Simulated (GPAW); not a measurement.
# A W chain with a Se atom on top of one atom: transmission at several levels, part 2 of 2

Wanted: the zero-bias transmission of a W chain with a Se atom on top of one atom on a ladder of levels, with run times.

GPAW 26.7.0; GPAW LCAO, PAW setups; Landauer transmission from Green's functions with principal layers (ASE), zero bias.

So far, transmission at the Fermi level (one spin): step 2 (double-zeta polarised basis, PBE, GPAW) 3.81; step 3 (basis szp(dzp), PBE, GPAW) 3.86; step 4 (basis sz(dzp), PBE, GPAW) 3.90; step 5 (LDA) 3.84.

## (8) Functional BLYP, k-points along the lead 4, smearing 0.05

The functional moves levels against the Fermi level. The lead's own mesh along the current sets its density and potential; where the lead is aligned to the junction's end layer, a rigid shift drops out. Smearing helps the SCF of a metal converge, but it blurs occupations at band edges near the Fermi level.

This step: GPAW LCAO, PAW setups; Landauer transmission from Green's functions with principal layers (ASE), zero bias (GPAW 26.7.0).

Input file run.py:

```python
import json
import numpy as np
from ase import Atoms
from ase.transport.calculators import TransportCalculator
from gpaw import GPAW, FermiDirac
from gpaw.lcao.tools import get_lcao_hamiltonian
from scipy.linalg import eigh

# The junction with lead layers at both ends, along the third cell vector
device = Atoms(
    ['W', 'W', 'W', 'W', 'W', 'W', 'W', 'W', 'Se', 'W', 'W', 'W', 'W', 'W', 'W', 'W'],
    positions=[
        [4.50000, 4.50000, 1.12500],
        [4.50000, 4.50000, 3.37500],
        [4.50000, 4.50000, 5.62500],
        [4.50000, 4.50000, 7.87500],
        [4.50000, 4.50000, 10.12500],
        [4.50000, 4.50000, 12.37500],
        [4.50000, 4.50000, 14.62500],
        [4.50000, 4.50000, 16.87500],
        [6.65790, 4.50000, 16.87500],
        [4.50000, 4.50000, 19.12500],
        [4.50000, 4.50000, 21.37500],
        [4.50000, 4.50000, 23.62500],
        [4.50000, 4.50000, 25.87500],
        [4.50000, 4.50000, 28.12500],
        [4.50000, 4.50000, 30.37500],
        [4.50000, 4.50000, 32.62500]],
    cell=[[9.0, 0.0, 0.0], [0.0, 9.0, 0.0], [0.0, 0.0, 33.75]],
    pbc=True)

# One principal layer of the lead: the first 5 atoms of the device
lead = Atoms(
    ['W', 'W', 'W', 'W', 'W'],
    positions=[
        [4.50000, 4.50000, 1.12500],
        [4.50000, 4.50000, 3.37500],
        [4.50000, 4.50000, 5.62500],
        [4.50000, 4.50000, 7.87500],
        [4.50000, 4.50000, 10.12500]],
    cell=[[9.0, 0.0, 0.0], [0.0, 9.0, 0.0], [0.0, 0.0, 11.25]],
    pbc=True)

settings = dict(mode='lcao', basis='dzp', xc='BLYP', h=0.2,
                occupations=FermiDirac(0.05), maxiter=250,
                mixer=dict(beta=0.1, nmaxold=8, weight=100.0),
                convergence=dict(density=0.0001))
energies = np.arange(-2, 2 + 1e-9, 0.05)
eta = 0.0001
n1, n2 = 1, 1
# k and -k transmit alike, so half of the mesh across the current serves
mesh = [(i, j) for i in range(n1) for j in range(n2) if (i, j) <= (-i % n1, -j % n2)]
weights = np.array([1 if (i, j) == (-i % n1, -j % n2) else 2 for i, j in mesh]) / (n1 * n2)

# [... helper functions left out ...]
fermi_lead = ground_state(lead, (1, 1, 4), 'lead.txt')
fermi_device = ground_state(device, (1, 1, 3), 'device.txt')
# [... loop over the mesh left out, but for ...]
        # Shift the lead onto the potential of the device's first layer
        shift = ((H[:, 0, 0] - H0[:, 0, 0]) / S0[0, 0]).real.mean()
# [...]
kT = 8.617333e-5 * 500
bias = [0.1, 0.2, 0.5, 1.0, 1.5, 2.0]
# [... integrals and printing left out ...]
```

Launch:

```sh
> OMP_NUM_THREADS=1 OPENBLAS_NUM_THREADS=1 python run.py
```

Log:

```text
FileNotFoundError: Could not find required PAW dataset file "W.BLYP".
```

Wall time 1.2 s (1 thread of Arm Neoverse N1, shared host); peak memory 0.1 GiB.

The input was rejected at the start.

The program's message: “FileNotFoundError: Could not find required PAW dataset file "W.BLYP".”

## (9) Another change of settings

A last run, with other settings again.

run.py: that of step 8 with these lines changed.

```diff
@@ -40,7 +40,7 @@
         [4.50000, 4.50000, 10.12500]],
-    cell=[[9.0, 0.0, 0.0], [0.0, 9.0, 0.0], [0.0, 0.0, 11.25]],
+    cell=[[9.0, 0.0, 0.0], [0.0, 9.0, 0.0], [0.0, 0.0, 10.125]],
     pbc=True)
 
-settings = dict(mode='lcao', basis='dzp', xc='BLYP', h=0.2,
-                occupations=FermiDirac(0.05), maxiter=250,
+settings = dict(mode='lcao', basis='dzp', xc='PBE', h=0.2,
+                occupations=FermiDirac(0.1), maxiter=50,
                 mixer=dict(beta=0.1, nmaxold=8, weight=100.0),
@@ -55,3 +55,3 @@
 # [... helper functions left out ...]
-fermi_lead = ground_state(lead, (1, 1, 4), 'lead.txt')
+fermi_lead = ground_state(lead, (1, 1, 10), 'lead.txt')
 fermi_device = ground_state(device, (1, 1, 3), 'device.txt')
```

Log:

```text
basis functions: device 448, principal layer 145
Fermi level: lead -1.8161 eV, device -2.5787 eV; lead shifted by 11.8301 eV
largest coupling past the next layer 9.74e-05 eV, largest misfit of the first layer 126.190 eV
  E-E_F (eV)   T (one spin)  channels
    -2.000    5.7413e-08    0.0000
    -1.950    3.5276e-09    0.0000
    -1.900    4.6557e-08    0.0000
    -1.850    2.7389e-09    0.0000
    -1.800    7.7626e-10    0.0000
    -1.750    8.6405e-10    0.0000
    -1.700    6.6490e-09    0.0000
    -1.650    1.4215e-08    0.0000
    -1.600    2.7174e-09    0.0000
    -1.550    8.2974e-09    0.0000
    -1.500    2.9406e-09    0.0000
    -1.450    8.5829e-08    0.0000
    -1.400    1.3625e-09    0.0000
    -1.350    1.1535e-09    0.0000
    -1.300    2.4629e-09    0.0000
    -1.250    4.0764e-08    0.0000
[...]
1.650    1.9467e-09    0.0000
     1.700    8.9712e-09    0.0000
     1.750    1.1187e-06    0.0000
     1.800    4.9514e-07    0.0000
     1.850    2.4118e-08    0.0000
     1.900    8.1077e-08    0.0000
     1.950    1.0723e-08    0.0000
     2.000    2.5363e-09    0.0000
conductance at 500 K: 6.5083e-08 G0 a cell; thermopower -177.1 uV/K
current from the zero-bias T(E) at 0.1 V: 5.5078e-07 uA
current from the zero-bias T(E) at 0.2 V: 1.2715e-06 uA
current from the zero-bias T(E) at 0.5 V: 2.6501e-06 uA
current from the zero-bias T(E) at 1.0 V: 3.2896e-06 uA
current from the zero-bias T(E) at 1.5 V: 4.4007e-06 uA
current from the zero-bias T(E) at 2.0 V: 5.9131e-06 uA
```

It took 5.5 min on 1 thread; peak memory 1.4 GiB.

The run finished. A setting was moved off its sound value on purpose, so it serves as a test and not as the result.

The fault put into the input: a lead period that doesn't match its atoms (period = 10.125).

Side by side:

| quantity | this run | sound run | difference |
| --- | --- | --- | --- |
| conductance (G₀) | 6.508e-8 | 3.8088 | -3.81 |
| largest coupling past the next principal layer (eV) | 9.737e-5 | 7.883e-6 | 8.9e-5 |
| largest misfit of the first principal layer (eV) | 126.19 | 0.034968 | 126 |
| shift that aligns the lead (eV) | 11.830 | -0.0044484 | 11.8 |
| transmission at the Fermi level (one spin) | 4.110e-10 | 3.8138 | -3.81 |

The two runs differ clearly in the transmission at the Fermi level (one spin): 4.1e-10 against 3.81.

## (10) Results

| Item | Value |
| --- | --- |
| conductance | 3.81 G₀ |
| transmission at the Fermi level, mean of the spins | 3.81 |

**Reading.** In the dzp basis the junction conducts 3.81 G₀ at 500 K, with T = 3.81 a spin at the Fermi level; the sz basis reaches that conductance within 10 %. At the Fermi level the three most open eigenchannels pass 1.00, 1.00 and 1.00. Measured against the first run (dzp), the nearest curve is that of dzp-LDA (r.m.s. 0.064) and the farthest that of sz (0.13). Over the compared runs wall time goes from 161 s (sz) to 348 s (dzp), on a shared host. The geometry was built from estimated bond lengths and not relaxed, so the numbers describe this model structure. The run had no spin polarisation, so a magnetic state, which chains and small molecules with open shells often have, wasn't tested. Spin-orbit coupling is left out, which matters for the heavy atoms here. An evenly spaced straight chain is an idealisation: free chains tend to dimerise, zigzag or, where a band edge lies near the Fermi level, turn magnetic. The currents use the zero-bias T(E) throughout, which holds only while the bias is small against the distance to the nearest feature. The thermopower isn't quoted: it samples T(E) farther from the Fermi level than the conductance does, and the energy grid wasn't tested for it.

[Logs are printed without paths, hosts, clocks, repeated set-up lines and the standing remarks that a program may print on its own settings, such as how far it seeks lower states.]

[Hosts, paths, dates, database ids (printed as entryN), source tags and the programs' standing remarks are cut or masked in the printed files.]
